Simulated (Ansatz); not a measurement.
## Ta (Im-3m): phonon-mediated transition temperature

Wanted: λ, ω_log and Tc of Ta (Im-3m). The cell shown first is a relaxed one, from steps not shown here.

Program: Ansatz 0.2.0. Level of theory: DFT PBE, scalar-relativistic, plane waves, PAW; PAW set soft_1, in the first sound run; inputs show where later runs differ. Results are calculated unless marked as measured.

**What experiment says.**

“Surface-resistance measurements using superconducting stripline resonators” (2013, arxiv:1309.5331) reports for Ta, by microwave stripline resonator (foil much thicker than the skin depth): superconducting transition temperature (superconducting transition seen in surface resistance) 4.5 K.

Report form: the programs' logs are mostly left out.

**1. The cell after earlier relaxation steps**

It takes space group Im-3m (No. 229, cubic). The conventional cell has a = 3.316 Å, b = 3.316 Å, c = 3.316 Å, α = 90.00°, β = 90.00°, γ = 90.00°. Nearest to Ta lie 8 Ta at 2.87 Å.

**2. Electron–phonon run: finite displacements**

The run that gives the couplings also evaluates McMillan's and Allen and Dynes's formulas and, where asked, the Eliashberg equations, over a range of μ*.

input.yaml reads:

```yaml
crystal:
  lattice:
    - [-1.6578762662, 1.6578762662, 1.6578762662]
    - [1.6578762662, -1.6578762662, 1.6578762662]
    - [1.6578762662, 1.6578762662, -1.6578762662]
  atoms:
    - { symbol: Ta, position: [0.0, 0.0, 0.0] }
kpoints:
  mp_grid: { grid: [12, 12, 12] }
hamiltonian:
  xc: pbe
  pseudopotentials: { kind: paw, azcp: { folder: soft_1 } }
scf:
  occupations: { method: methfessel_paxton, width: 0.2 }
output:
  eigenvalues: true
phonons:
  method: fd
  supercell: [4, 4, 4]
  temperatures: { t_max: 1000, t_step: 50 }
  qpath:
    path:
      - [[0.0, 0.0, 0.0], [0.5, -0.5, 0.5], [0.0, 0.0, 0.5], [0.0, 0.0, 0.0], [0.25, 0.25, 0.25], [0.5, -0.5, 0.5]]
      - [[0.25, 0.25, 0.25], [0.0, 0.0, 0.5]]
    npoints: 6
  electrical_resistivity:
    mesh: [20, 20, 20]
    temperatures: [20.0, 50.0, 80.0, 100.0, 150.0, 200.0, 273.0, 300.0, 400.0, 500.0, 600.0, 800.0]
  superconductivity: { mesh: [20, 20, 20], eliashberg_equations: false }
```

Started as:

```
$ ansatz run input.yaml --threads 16 --pin off --max-ram 92160MiB --backend cuda --events-out ev --progress --plain --runs-dir out --max-vram 78GiB
```

Run time: 27 s. Hardware: 1 × NVIDIA GB200 with 16 threads of Arm Neoverse V2, shared host; peak memory 2.8 GiB; 4.5 min of CPU time.

Numbers from this step:

```
volume per atom                                                                : 18.23 Å³/atom
metallic on mesh                                                               : yes
gap on the k-mesh                                                              : 0 eV
zero-point energy                                                              : 0.02001 eV/cell
share of imaginary modes in the plain interpolation between solved wavevectors : 0
highest frequency, solved or plainly interpolated                              : 163.7 cm⁻¹
Debye temperature (second moment)                                              : 208 K
resistivity at 300 K                                                           : 13.69 μΩ cm
coupling constant λ                                                            : 0.9405
density of states at the Fermi level                                           : 0.6545 states/eV a spin and cell
log mean phonon energy ħω_log                                                  : 12.23 meV
transport coupling constant λ_tr                                               : 0.9038, 0.9038, 0.9038 (xx, yy, zz)
Drude plasma energy                                                            : 8.703, 8.703, 8.703 eV (xx, yy, zz)
resistivity times mean free path                                               : 4.316, 4.316, 4.316 × 10⁻¹⁶ Ω m² (xx, yy, zz)
second-moment phonon energy ħω₂                                                : 13.6 meV
coupling λ by branch                                                           : 0.398, 0.313, 0.23 (branches by rank of frequency)
```

Transition temperatures:

```csv
μ*,McMillan Tc (K),Allen–Dynes Tc (K)
0.08,9.9,10.5
0.1,8.96,9.45
0.12,8.03,8.44
0.13,7.58,7.95
0.14,7.14,7.47
0.16,6.27,6.54
0.2,4.65,4.83
```

**3. Resistivity: r2SCAN at its own relaxed cell**

The functional sets the lattice constant, the bands and the force constants.

This step: DFT r2SCAN, scalar-relativistic, plane waves, PAW; PAW set soft_1 (Ansatz 0.2.0).

Edit input.yaml of step 2 so:

```diff
@@ -2,5 +2,5 @@
   lattice:
-    - [-1.6578762662, 1.6578762662, 1.6578762662]
-    - [1.6578762662, -1.6578762662, 1.6578762662]
-    - [1.6578762662, 1.6578762662, -1.6578762662]
+    - [-1.6516819436, 1.6516819436, 1.6516819436]
+    - [1.6516819436, -1.6516819436, 1.6516819436]
+    - [1.6516819436, 1.6516819436, -1.6516819436]
   atoms:
@@ -10,3 +10,3 @@
 hamiltonian:
-  xc: pbe
+  xc: r2scan
   pseudopotentials: { kind: paw, azcp: { folder: soft_1 } }
@@ -17,4 +17,4 @@
 phonons:
-  method: fd
-  supercell: [4, 4, 4]
+  method: dfpt
+  qmesh: [4, 4, 4]
   temperatures: { t_max: 1000, t_step: 50 }
```

Run time: 79 s. Hardware: 1 × NVIDIA GB200 with 16 threads; peak memory 2.5 GiB.

Numbers from this step:

```yaml
volume_per_atom: 18.02 Å³/atom
zero_point_energy: 0.01936 eV/cell
highest_frequency_solved_or_plainly_interpolated: 167.7 cm⁻¹
debye_temperature_second_moment: 202 K
resistivity_at_300_k: 14.63 μΩ cm
coupling_constant_lambda: 1.028
density_of_states_at_the_fermi_level: 0.613 states/eV a spin and cell
log_mean_phonon_energy_omega_log: 12.25 meV
transport_coupling_constant_lambda_tr: 0.9948, 0.9948, 0.9948 (xx, yy, zz)
drude_plasma_energy: 8.814, 8.814, 8.814 eV (xx, yy, zz)
resistivity_times_mean_free_path: 4.363, 4.363, 4.363 × 10⁻¹⁶ Ω m² (xx, yy, zz)
second_moment_phonon_energy_omega: 13.69 meV
coupling_lambda_by_branch: 0.439, 0.347, 0.242 (branches by rank of frequency)
```

Transition temperatures:

```csv
μ*,McMillan Tc (K),Allen–Dynes Tc (K)
0.08,11.3,12.1
0.1,10.3,11
0.12,9.38,9.92
0.13,8.91,9.41
0.14,8.45,8.9
0.16,7.55,7.92
0.2,5.84,6.09
```

**4. Resistivity: spin–orbit coupling**

Spin–orbit coupling splits bands near the Fermi level of heavy elements; the run uses the base functional.

This step: DFT PBE, spin-orbit coupling, plane waves, PAW; PAW set soft_1 (Ansatz 0.2.0).

input.yaml, the sections that differ from step 3:

```yaml
crystal:
  lattice:
    - [-1.6578762662, 1.6578762662, 1.6578762662]
    - [1.6578762662, -1.6578762662, 1.6578762662]
    - [1.6578762662, 1.6578762662, -1.6578762662]
  atoms:
    - { symbol: Ta, position: [0.0, 0.0, 0.0] }
hamiltonian:
  xc: pbe
  pseudopotentials: { kind: paw_fr, azcp: { folder: soft_1 } }
magnetization:
  noncollinear: true
  spin_orbit: true
# kpoints, scf, output, phonons: as in step 3
```

The job ended after 45 s (1 × NVIDIA GB200 with 16 threads; peak memory 6.9 GiB; 7.5 min of CPU time).

This step gave:

```yaml
volume_per_atom: 18.23 Å³/atom
zero_point_energy: 0.01984 eV/cell
highest_frequency_solved_or_plainly_interpolated: 164.1 cm⁻¹
debye_temperature_second_moment: 206 K
resistivity_at_300_k: 14.46 μΩ cm
coupling_constant_lambda: 0.938
density_of_states_at_the_fermi_level: 0.6742 states/eV a spin and cell
log_mean_phonon_energy_omega_log: 12.14 meV
transport_coupling_constant_lambda_tr: 0.9079, 0.9079, 0.9079 (xx, yy, zz)
drude_plasma_energy: 8.489, 8.489, 8.489 eV (xx, yy, zz)
resistivity_times_mean_free_path: 4.361, 4.361, 4.361 × 10⁻¹⁶ Ω m² (xx, yy, zz)
second_moment_phonon_energy_omega: 13.53 meV
coupling_lambda_by_branch: 0.403, 0.308, 0.227 (branches by rank of frequency)
```

Transition temperatures:

```csv
μ*,McMillan Tc (K),Allen–Dynes Tc (K)
0.08,9.79,10.4
0.1,8.85,9.34
0.12,7.94,8.34
0.13,7.49,7.85
0.14,7.05,7.38
0.16,6.19,6.46
0.2,4.59,4.76
```

The Eliashberg function α²F has structure finer than the step of the table below, so its rows give means over 0.5 meV, whole bins alone (the curve runs from 0.079 to 20.2 meV). Peaks (meV: height): α²F 11.20: 0.898, 17.55: 1.97; α²F tr 11.20: 0.962, 17.55: 1.79.

Table of Eliashberg function α²F by phonon energy; means over each step:

```csv
phonon energy (meV),α²F,α²F tr
0.5,2.3e-5,0
1.0,2.9e-4,5.9e-6
1.5,0.00134,1.3e-4
2.0,0.00354,4.6e-4
2.5,0.00605,0.00121
3.0,0.0103,0.00292
3.5,0.0157,0.00577
4.0,0.0234,0.0107
4.5,0.0336,0.0184
5.0,0.0471,0.0300
5.5,0.0618,0.0445
6.0,0.0795,0.0638
6.5,0.0994,0.0874
7.0,0.118,0.111
7.5,0.128,0.124
8.0,0.140,0.136
8.5,0.152,0.147
9.0,0.169,0.161
9.5,0.194,0.181
10.0,0.257,0.248
10.5,0.445,0.448
11.0,0.751,0.781
11.5,0.727,0.777
12.0,0.520,0.561
12.5,0.419,0.444
13.0,0.392,0.413
13.5,0.390,0.414
14.0,0.426,0.467
14.5,0.449,0.503
15.0,0.392,0.438
15.5,0.398,0.417
16.0,0.488,0.476
16.5,0.795,0.681
17.0,0.989,0.872
17.5,1.58,1.44
18.0,0.801,0.827
18.5,0.229,0.238
19.0,0.156,0.152
19.5,0.128,0.109
```

**5. Summary of results**

| Property | Result |
| --- | --- |
| meshes | q 4×4×4, k 12×12×12, scattering 20×20×20 |
| coupling constant λ | 0.938 |
| log mean phonon energy ħω_log | 12.1 meV |
| Allen–Dynes Tc at μ* = 0.1 | 9.34 K |
| Allen–Dynes Tc at μ* = 0.13 | 7.85 K |

**Reading.** In the last run (PBE, spin–orbit coupling, q 4×4×4, k 12×12×12, scattering 20×20×20), with λ = 0.94 and ħω_log = 12.1 meV, Tc at μ* = 0.13 is 7.5 K by McMillan's formula and 7.8 K by Allen and Dynes's. Raising μ* from 0.10 to 0.16 lowers the Allen–Dynes value from 9.3 to 6.5 K. By the run's own test λ is not converged in the fine mesh: it moves by 2 % between the two finest, and by up to 2 % in the other runs. The run's transport test calls it not converged in the mesh; ρ(300 K) moves by 6 % in the component that moves most. λ of these runs moves by 0 to 2 % between their two finest meshes, and Tc by more, so small gaps between the runs or to the measured value rank nothing. Over the runs, λ takes the values 0.941, 1.03 and 0.938, in the order shown. μ* is a typed number, phonons are harmonic, and spin fluctuations are left out; at μ* = 0.13 McMillan's formula turns 1 % in λ into about 1.9 % in Tc.

Comparison with the measured values:

| quantity | measured | Allen–Dynes, PBE, q 4×4×4, fine 20×20×20, displacements | Allen–Dynes, r2SCAN, q 4×4×4, fine 20×20×20 | Allen–Dynes, PBE SOC, q 4×4×4, fine 20×20×20 |
| --- | --- | --- | --- | --- |
| superconducting transition temperature (μ* = 0.13) (kelvin) | 4.5 | 7.95 (+76.7 %) | 9.41 (+109.1 %) | 7.85 (+74.4 %) |

Measured values from arxiv:1309.5331 (2013).

Verdict: For the superconducting transition temperature, of the levels listed nearest comes Allen–Dynes, PBE SOC, q 4×4×4, fine 20×20×20 (+74.4 %, a clear miss) and farthest Allen–Dynes, r2SCAN, q 4×4×4, fine 20×20×20 (+109.1 %, a clear miss). Limits of convergence are named above.

[Logs are printed without paths, hosts, clocks, repeated set-up lines and the standing remarks that a program may print on its own settings, such as how far it seeks lower states.]

[Hosts, paths, dates, database ids (printed as entryN), source tags and the programs' standing remarks are cut or masked in the printed files.]
